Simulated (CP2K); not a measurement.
P-benzoquinone has these distinct C atoms: C2 (bonded to 2 C and O) and C3 (bonded to 2 C and H).

```xyz
12

O     2.6226    0.5406   -0.0010
C     1.4113    0.2877   -0.0076
C     0.4063    1.3745    0.0430
C    -0.9143    1.1068    0.0599
C    -1.4113   -0.2877    0.0076
O    -2.6226   -0.5406    0.0010
C    -0.4063   -1.3745   -0.0430
C     0.9143   -1.1068   -0.0599
H     0.8051    2.3892    0.0717
H    -1.6734    1.8886    0.1048
H    -0.8051   -2.3892   -0.0717
H     1.6734   -1.8886   -0.1048
```

Their partial C K spectra (CP2K XAS_TDP, all-electron GAPW, PBEh(45%), aug-cc-pVDZ, TDA, GW2X-corrected core level, no relativity) are given in random order, each times the number of alike atoms.

Gaussian full width 0.5 eV, oscillator strength per eV, alike atoms added, rows of zeros left out:

```tsv
E (eV)	curve 1	curve 2
285.25	0.000	0.001
285.50	0.000	0.021
285.75	0.000	0.150
286.00	0.000	0.268
286.25	0.000	0.122
286.50	0.000	0.014
287.00	0.002	0.000
287.25	0.031	0.000
287.50	0.137	0.000
287.75	0.153	0.000
288.00	0.043	0.000
288.25	0.003	0.000
288.50	0.000	0.002
288.75	0.000	0.027
289.00	0.000	0.107
289.25	0.000	0.110
289.50	0.000	0.029
289.75	0.000	0.002
290.50	0.000	0.002
290.75	0.000	0.020
291.00	0.000	0.078
291.25	0.000	0.093
291.50	0.005	0.031
291.75	0.044	0.012
292.00	0.097	0.033
292.25	0.055	0.033
292.50	0.008	0.028
292.75	0.000	0.043
293.00	0.000	0.041
293.25	0.000	0.053
293.50	0.000	0.063
293.75	0.000	0.057
294.00	0.000	0.050
294.25	0.001	0.044
294.50	0.009	0.058
294.75	0.018	0.101
295.00	0.012	0.092
295.25	0.005	0.033
295.50	0.005	0.009
295.75	0.014	0.010
296.00	0.034	0.043
296.25	0.058	0.093
296.50	0.104	0.077
296.75	0.075	0.061
297.00	0.024	0.050
297.25	0.018	0.017
```

Which curve belongs to which atom?

Curve 1: C2 (bonded to 2 C and O), leading line at 287.64 eV (f = 0.046 an atom), ionisation energy 295.63 eV, term value 7.99 eV. Curve 2: C3 (bonded to 2 C and H), leading line at 285.98 eV (f = 0.036 an atom), ionisation energy 293.32 eV, term value 7.34 eV. The leading line of an atom is its first one with 35 % of the strongest within 2.5 eV of its lowest line over the strength cut. A line lies at the core ionisation energy, which rises as an atom loses charge to its neighbours or to a π system, less the term value, which is large for a low π* or σ* orbital with weight on that atom.

[Banner, clock and machine lines of the logs are left out without a mark of their own.]

[Logs are printed without paths, hosts, clocks, repeated set-up lines and the standing remarks that a program may print on its own settings, such as how far it seeks lower states.]

[Hosts, paths, dates, database ids (printed as entryN), source tags and the programs' standing remarks are cut or masked in the printed files.]
